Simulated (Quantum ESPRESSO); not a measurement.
# Ta (Im-3m): from the cell to the phonon bands, part 2 of 3

How does Ta (Im-3m) vibrate, and is this structure a minimum?

Quantum ESPRESSO 7.5; DFT LDA, scalar-relativistic, plane waves, PseudoDojo norm-conserving pseudopotentials.

So far. Step 2 (A first look): No gap opens on this mesh, so smearing is kept; the start stands at -12 GPa. Step 4 (Self-consistent run for the response): The cell stands at -0.01 GPa, close enough for phonons. The relaxed cell has a = 3.245 Å (conventional setting).

## (5) Linear response on the mesh

Linear response treats each wavevector in the unit cell, with no supercell; the 4×4×4 mesh fixes the range of the force constants to be had.

File ph.in:

```
phonons
 &inputph
    prefix='x',
    outdir='./tmp',
    fildyn='x.dyn',
    tr2_ph=1.0d-18,
    alpha_mix(1)=0.4,
    nmix_ph=8,
    ldisp=.true.,
    nq1=4,
    nq2=4,
    nq3=4,
 /
```

Started as:

```console
$ OMP_NUM_THREADS=1 mpirun -n 4 ph.x -nk 4 -in ph.in > ph.out
```

The log of the run:

```text
[banners, grids, parts of the stress and lines that vanish by symmetry left out]
[banner, memory and clock lines left out]
Program PHONON v.7.5

     ./tmp/x.save/

     IMPORTANT: XC functional enforced from input :
     Exchange-correlation= PW
                           (   1   4   0   0   0   0   0)
     Any further DFT definition will be discarded
     Please, verify this is what you really want

     G-vector sticks info

     Reading collected, re-writing distributed wavefunctions in ./tmp/

     Dynamical matrices for ( 4, 4, 4)  uniform grid of q-points
     (   8 q-points):
       N         xq(1)         xq(2)         xq(3)
       1   0.000000000   0.000000000   0.000000000
       2   0.000000000  -0.216506351   0.216506351
       3   0.000000000   0.433012702  -0.433012702
       4  -0.216506351   0.649519053  -0.433012702
[...]
Number and degeneracy of irreps per q-point
       N         xq(1)         xq(2)         xq(3)   N irreps
       1   0.000000000   0.000000000   0.000000000       1
        3
       2   0.000000000  -0.216506351   0.216506351       3
     No degeneracy
       3   0.000000000   0.433012702  -0.433012702       3
     No degeneracy
       4  -0.216506351   0.649519053  -0.433012702       3
     No degeneracy
       5   0.000000000   0.000000000   0.433012702       2
        1   2
       6   0.000000000   0.649519053  -0.216506351       3
     No degeneracy
       7   0.433012702  -0.433012702   0.433012702       1
        3
       8   0.000000000   0.000000000  -0.866025404       1
        3

     Calculation of q =    0.0000000   0.0000000   0.0000000

     phonons

     bravais-lattice index     =            0
     lattice parameter (alat)  =       5.3106  a.u.
     unit-cell volume          =     115.2956 (a.u.)^3
     number of atoms/cell      =            1
     number of atomic types    =            1
     kinetic-energy cut-off    =      64.0000  Ry
     charge density cut-off    =     256.0000  Ry
     convergence threshold     =      1.0E-18
     beta                      =       0.4000
     number of iterations used =            8
     Exchange-correlation= PW
                           (   1   4   0   0   0   0   0)

     celldm(1)=    5.31062  celldm(2)=    0.00000  celldm(3)=    0.00000
     celldm(4)=    0.00000  celldm(5)=    0.00000  celldm(6)=    0.00000

     crystal axes: (cart. coord. in units of alat)
               a(1) = (  0.5774  0.5774  0.5774 )
               a(2) = ( -0.5774  0.5774  0.5774 )
               a(3) = ( -0.5774 -0.5774  0.5774 )

     reciprocal axes: (cart. coord. in units 2 pi/alat)
               b(1) = (  0.8660 -0.0000  0.8660 )
               b(2) = ( -0.8660  0.8660 -0.0000 )
               b(3) = (  0.0000 -0.8660  0.8660 )

     Atoms inside the unit cell:

     Cartesian axes

     site n.  atom      mass           positions (alat units)
        1  Ta    180.9479   tau(    1) = (    0.00000    0.00000    0.00000  )

     Computing dynamical matrix for
                    q = (   0.0000000   0.0000000   0.0000000 )

     49 Sym.Ops. (with q -> -q+G )

     G cutoff =  182.8816  (   7935 G-vectors)     FFT grid: ( 27, 27, 27)

     number of k points=   145  Marzari-Vanderbilt smearing, width (Ry)=  0.0200

     PseudoPot. # 1 for Ta read from file:
     ./pseudo/Ta.upf
     Pseudo is Norm-conserving + core correction, Zval = 13.0

     Mode symmetry, O_h (m-3m)  point group:

     Atomic displacements:
     There are    1 irreducible representations

     Representation     1      3 modes -  To be done

     Alpha used in Ewald sum =   2.6000

     Representation #   1 modes #   1   2   3

     Self-consistent Calculation
      iter #   1   av.it.:   7.1
      thresh= 1.000E-02 alpha_mix =  0.400 |ddv_scf|^2 =  4.047E-06
      iter #   2   av.it.:   9.9
      thresh= 2.012E-04 alpha_mix =  0.400 |ddv_scf|^2 =  4.956E-07
      iter #   3   av.it.:  10.4
      thresh= 7.040E-05 alpha_mix =  0.400 |ddv_scf|^2 =  4.610E-09
      iter #   4   av.it.:  11.1
      thresh= 6.790E-06 alpha_mix =  0.400 |ddv_scf|^2 =  8.716E-12
[...]
End of self-consistent calculation

     Convergence has been achieved

     Number of q in the star =    1
     List of q in the star:
[...]
Diagonalizing the dynamical matrix

     q = (    0.000000000   0.000000000   0.000000000 )

 **************************************************************************
     freq (    1) =       0.015871 [THz] =       0.529386 [cm-1]
     freq (    2) =       0.015871 [THz] =       0.529386 [cm-1]
     freq (    3) =       0.015871 [THz] =       0.529386 [cm-1]
 **************************************************************************

     Mode symmetry, O_h (m-3m)  point group:

     freq (   1-   3) =          0.5  [cm-1]   --> T_1u G_15  G_4- I

     Calculation of q =    0.0000000  -0.2165064   0.2165064
     [... set-up and bands at k+q left out ...]

     Mode symmetry, C_2v (mm2)  point group:

     Atomic displacements:
     There are    3 irreducible representations

     Representation     1      1 modes -  To be done

     Representation     2      1 modes -  To be done

     Representation     3      1 modes -  To be done

     Message from routine init_vloc:
     Interpolation table for Vloc re-allocated

     Alpha used in Ewald sum =   2.6000

     Representation #   1 mode #   1

     Self-consistent Calculation

[...]
[... iterations left out ...]
[...]
End of self-consistent calculation

     Convergence has been achieved

     Representation #   2 mode #   2

     Self-consistent Calculation

[...]
[... iterations left out ...]
[...]
End of self-consistent calculation

     Convergence has been achieved

     Representation #   3 mode #   3

     Self-consistent Calculation

[...]
[... iterations left out ...]
[...]
End of self-consistent calculation

     Convergence has been achieved

     Number of q in the star =   12
     List of q in the star:
[...]
Diagonalizing the dynamical matrix

     q = (    0.000000000  -0.216506351   0.216506351 )

 **************************************************************************
     freq (    1) =       1.912310 [THz] =      63.787787 [cm-1]
     freq (    2) =       2.200653 [THz] =      73.405871 [cm-1]
     freq (    3) =       3.415139 [THz] =     113.916762 [cm-1]
 **************************************************************************

     Mode symmetry, C_2v (mm2)  point group:

     freq (   1-   1) =         63.8  [cm-1]   --> B_1  D_3  S_3
     freq (   2-   2) =         73.4  [cm-1]   --> B_2  D_4  S_4
     freq (   3-   3) =        113.9  [cm-1]   --> A_1  D_1  S_1

     Calculation of q =    0.0000000   0.4330127  -0.4330127
     [... set-up and bands at k+q left out ...]

     Mode symmetry, D_2h (mmm)  point group:

     Atomic displacements:
     There are    3 irreducible representations

[...]
Alpha used in Ewald sum =   2.6000

     Representation #   1 mode #   1

[...]
[... iterations left out ...]
[...]
Convergence has been achieved

[...]
Convergence has been achieved

[...]
Convergence has been achieved

     Number of q in the star =    6
     List of q in the star:
[...]
Diagonalizing the dynamical matrix

     q = (    0.000000000   0.433012702  -0.433012702 )

[...]
freq (    1) =       2.779998 [THz] =      92.730745 [cm-1]
     freq (    2) =       4.224716 [THz] =     140.921355 [cm-1]
     freq (    3) =       4.264296 [THz] =     142.241590 [cm-1]
[...]
Mode symmetry, D_2h (mmm)  point group:

     freq (   1-   1) =         92.7  [cm-1]   --> B_2u
     freq (   2-   2) =        140.9  [cm-1]   --> B_3u
     freq (   3-   3) =        142.2  [cm-1]   --> B_1u

     Calculation of q =   -0.2165064   0.6495191  -0.4330127
     [... set-up and bands at k+q left out ...]

     Mode symmetry, C_s (m)     point group:

     Atomic displacements:
     There are    3 irreducible representations

[...]
Alpha used in Ewald sum =   2.6000

[...]
Convergence has been achieved

[...]
Convergence has been achieved

[...]
Convergence has been achieved

     Number of q in the star =   24
     List of q in the star:
[...]
Diagonalizing the dynamical matrix

     q = (   -0.216506351   0.649519053  -0.433012702 )

[...]
freq (    1) =       2.763305 [THz] =      92.173920 [cm-1]
     freq (    2) =       3.011512 [THz] =     100.453229 [cm-1]
     freq (    3) =       4.577251 [THz] =     152.680658 [cm-1]
[...]
Mode symmetry, C_s (m)     point group:

     freq (   1-   1) =         92.2  [cm-1]   --> A'
     freq (   2-   2) =        100.5  [cm-1]   --> A''
     freq (   3-   3) =        152.7  [cm-1]   --> A'

     Calculation of q =    0.0000000   0.0000000   0.4330127
     [... set-up and bands at k+q left out ...]

     Mode symmetry, C_4v (4mm)  point group:

     Atomic displacements:
     There are    2 irreducible representations

[...]
Alpha used in Ewald sum =   2.6000

[...]
Convergence has been achieved

     Representation #   2 modes #   2   3

[...]
Convergence has been achieved

     Number of q in the star =    6
     List of q in the star:
[...]
Diagonalizing the dynamical matrix

     q = (    0.000000000   0.000000000   0.433012702 )

[...]
freq (    1) =       3.037090 [THz] =     101.306431 [cm-1]
     freq (    2) =       3.037090 [THz] =     101.306431 [cm-1]
     freq (    3) =       4.420296 [THz] =     147.445219 [cm-1]
[...]
Mode symmetry, C_4v (4mm)  point group:

     freq (   1-   2) =        101.3  [cm-1]   --> E    G_5 D_5
     freq (   3-   3) =        147.4  [cm-1]   --> A_1  G_1 D_1

     Calculation of q =    0.0000000   0.6495191  -0.2165064
     [... set-up and bands at k+q left out ...]

     Mode symmetry, C_2v (mm2)  point group:

     Atomic displacements:
     There are    3 irreducible representations

[...]
Alpha used in Ewald sum =   2.6000

[...]
Convergence has been achieved

     Representation #   2 mode #   2

[...]
Convergence has been achieved

     Representation #   3 mode #   3

[...]
Convergence has been achieved

     Number of q in the star =   12
     List of q in the star:
[...]
Diagonalizing the dynamical matrix

     q = (    0.000000000   0.649519053  -0.216506351 )

[...]
freq (    1) =       3.139918 [THz] =     104.736376 [cm-1]
     freq (    2) =       4.315875 [THz] =     143.962107 [cm-1]
     freq (    3) =       4.682380 [THz] =     156.187384 [cm-1]
[...]
Mode symmetry, C_2v (mm2)  point group:

     freq (   1-   1) =        104.7  [cm-1]   --> A_1  D_1  S_1
     freq (   2-   2) =        144.0  [cm-1]   --> B_2  D_4  S_4
     freq (   3-   3) =        156.2  [cm-1]   --> B_1  D_3  S_3

     Calculation of q =    0.4330127  -0.4330127   0.4330127
     [... set-up and bands at k+q left out ...]

     Mode symmetry, T_d (-43m)  point group:

     Atomic displacements:
     There are    1 irreducible representations

     Representation     1      3 modes -  To be done

     Alpha used in Ewald sum =   2.6000

     Representation #   1 modes #   1   2   3

     Self-consistent Calculation

[...]
[... iterations left out ...]
[...]
End of self-consistent calculation

     Convergence has been achieved

     Number of q in the star =    2
     List of q in the star:
[...]
2   0.433012702  -0.433012702  -0.433012702

     Diagonalizing the dynamical matrix

     q = (    0.433012702  -0.433012702   0.433012702 )

[...]
freq (    1) =       3.736996 [THz] =     124.652763 [cm-1]
     freq (    2) =       3.736996 [THz] =     124.652763 [cm-1]
     freq (    3) =       3.736996 [THz] =     124.652763 [cm-1]
[...]
Mode symmetry, T_d (-43m)  point group:

     freq (   1-   3) =        124.7  [cm-1]   --> T_2  G_15 P_4

     Calculation of q =    0.0000000   0.0000000  -0.8660254
     [... set-up and bands at k+q left out ...]

     Mode symmetry, O_h (m-3m)  point group:

     Atomic displacements:
     There are    1 irreducible representations

     Representation     1      3 modes -  To be done

     Alpha used in Ewald sum =   2.6000

     Representation #   1 modes #   1   2   3

     Self-consistent Calculation

      iter #   1   av.it.:   7.7
      thresh= 1.000E-02 alpha_mix =  0.400 |ddv_scf|^2 =  2.866E-05

      [... iterations left out ...]
      iter #   9   av.it.:  10.9
      thresh= 8.768E-10 alpha_mix =  0.400 |ddv_scf|^2 =  5.922E-20

     End of self-consistent calculation

     Convergence has been achieved

     Number of q in the star =    1
     List of q in the star:
          1   0.000000000   0.000000000  -0.866025404

     Diagonalizing the dynamical matrix

     q = (    0.000000000   0.000000000  -0.866025404 )

 **************************************************************************
     freq (    1) =       5.007035 [THz] =     167.016714 [cm-1]
     freq (    2) =       5.007035 [THz] =     167.016714 [cm-1]
     freq (    3) =       5.007035 [THz] =     167.016714 [cm-1]
 **************************************************************************

     Mode symmetry, O_h (m-3m)  point group:

     freq (   1-   3) =        167.0  [cm-1]   --> T_1u G_15  G_4-


[key lines of the parts left out:]
the Fermi energy is    19.2166 ev
```

The job ended after 41 min (4 MPI ranks of Arm Neoverse V1, shared host; 2.8 h of CPU time).

Read from the output:

```yaml
largest_acoustic_frequency_at_the_zone_centre_before_the_sum_rule: 0.53 cm⁻¹
lowest_mode_on_the_q_mesh_acoustic_ones_at_the_zone_centre_apart: 63.79 cm⁻¹
```

Frequencies (cm⁻¹) at each irreducible wavevector; negative means imaginary. Frequencies by wavevector:

```csv
q (fractions),star,mode 1,mode 2,mode 3
0 0 0,1,0.53,0.53,0.53
0 0 0.25,12,63.79,73.41,113.9
0 0 -0.5,6,92.73,140.9,142.2
0 0.25 -0.5,24,92.17,100.5,152.7
0.25 0.25 0.25,6,101.3,101.3,147.4
0.25 0.25 -0.5,12,104.7,144,156.2
0.25 -0.25 0.25,2,124.7,124.7,124.7
-0.5 -0.5 -0.5,1,167,167,167
```

The acoustic modes at Γ come out as far as 0.5 cm⁻¹ from zero, where they should vanish, a small numerical error.

## (6) Force constants in real space

The dynamical matrices of the mesh are Fourier-transformed to force constants in real space.

File q2r.in:

```
 &input
    fildyn='x.dyn',
    zasr='simple',
    flfrc='x.fc',
 /
```

Started as:

```console
$ q2r.x < q2r.in > q2r.out
```

The log of the run:

```text
[banners, grids, parts of the stress and lines that vanish by symmetry left out]
[banner, memory and clock lines left out]
Program Q2R v.7.5

  reading grid info from file x.dyn0

  reading force constants from file x.dyn1
  Dielectric Tensor not found
  nqs=            1
 q=   0.00000000  0.00000000  0.00000000
  reading force constants from file x.dyn2
  nqs=           12
 q=   0.00000000 -0.21650635  0.21650635
[...]
reading force constants from file x.dyn7
  nqs=            2
[...]
q=   0.43301270 -0.43301270 -0.43301270
  reading force constants from file x.dyn8
  nqs=            1
 q=   0.00000000  0.00000000 -0.86602540

      q-space grid ok, #points =   64

      fft-check success (sum of imaginary terms < 10^-12)
```

Run time: 0.45 s. Hardware: 1 thread.

## (7) Interpolated phonon bands

From the force constants any wavevector is cheap; points of the mesh come back as solved, but for the sum rule and, in polar crystals, the LO-TO term at Γ; the rest is interpolation.

File matdyn.in:

```
 &input
    asr='simple',
    flfrc='x.fc',
    flfrq='x.freq',
    flvec='x.modes',
    q_in_band_form=.true.,
    q_in_cryst_coord=.true.,
 /
8
  0.0000000   0.0000000   0.0000000  12  ! GAMMA
  0.5000000   0.5000000  -0.5000000  12  ! H
  0.5000000  -0.0000000  -0.5000000  12  ! N
  0.0000000   0.0000000   0.0000000  12  ! GAMMA
  0.7500000   0.2500000  -0.2500000  12  ! P
  0.5000000   0.5000000  -0.5000000   1  ! H
  0.7500000   0.2500000  -0.2500000  12  ! P
  0.5000000  -0.0000000  -0.5000000   1  ! N
```

Started as:

```console
$ matdyn.x -in matdyn.in > matdyn.out
```

The log of the run:

```text
[banner, memory and clock lines left out]
Program MATDYN v.7.5

 mass for atomic type   1 not given; uses mass from file x.fc
     Message from routine matdyn:
     Z* not found in file x.fc, TO-LO splitting at q=0 will be absent!
     Message from routine matdyn:
     Z* not found in file x.fc, TO-LO splitting at q=0 will be absent!

Note: The following floating-point exceptions are signalling: IEEE_UNDERFLOW_FLAG
```

Run time: 0.45 s. Hardware: 1 thread.

Numbers from this step:

| Item | Value |
| --- | --- |
| lowest frequency on the path | 0 cm⁻¹ |
| mean frequency | 113.2 cm⁻¹ |
| Debye temperature (second moment) | 219 K |
| logarithmic mean frequency | 106.8 cm⁻¹ |

Matdyn.x, sum rule simple. The phonon branches at the labelled points (cm⁻¹):

```csv
point,branch 1,branch 2,branch 3
Γ,0,0,0
halfway,101,101,147
H,167,167,167
halfway,105,144,156
N,93,141,142
halfway,64,73,114
Γ,0,0,0
halfway,61,61,143
P,125,125,125
halfway,100,139,139
H,167,167,167
jump to P,125,125,125
halfway,95,123,145
N,93,141,142
```

The phonon branches as a text plot (rows in cm⁻¹):

```
    164 |          *****                                 **
    157 |         *   ****                  **          **
    150 |      *   *   ** **                  *        *
    143 |     * **       ******            *         ** *   *****
    136 |        **            *               *   **          *
    129 |    *                  *         *      **        *  *
    122 |       *              *                *      *   ***
    115 |               *        *             * *
    108 |   *            *      *        *    *       *     *
    101 |      *                  *               *  *
     94 |                    **              *     **        ****
     87 |                 ***  *   *
     80 |                       *       *
     73 |  *  *                  *          *
     66 |                        *
     59 |                                  *
     52 |    *                    *    *  *
     45 |                          **    *
     38 | *                        *
     31 |   *                           *
     24 |                           ** *
     17 |  *
     10 |                           **
      3 |**                          **
         Γ           H       N        Γ         P        H|P    N
```

Lowest modes at the softest wavevector of the mesh; phase exp(i q.(R + tau)). Modes at q = (0.000, 0.250, 0.250):

```csv
mode,frequency (cm⁻¹)
1,63.8
2,73.4
3,113.9
```

Displacements in mode 1 (63.8 cm⁻¹), the largest set to 1, in the home cell:
```
Ta1 1.00 0.00 1.00
```

Displacements in mode 3 (113.9 cm⁻¹), the largest set to 1, in the home cell:
```
Ta1  1.00  0.00 -1.00
```

(Part 2 of 3 ends here.)

[Host names and launcher messages were left out of these logs when they were recorded.]

[Logs are printed without paths, hosts, clocks, repeated set-up lines and the standing remarks that a program may print on its own settings, such as how far it seeks lower states.]

[Hosts, paths, dates, database ids (printed as entryN), source tags and the programs' standing remarks are cut or masked in the printed files.]
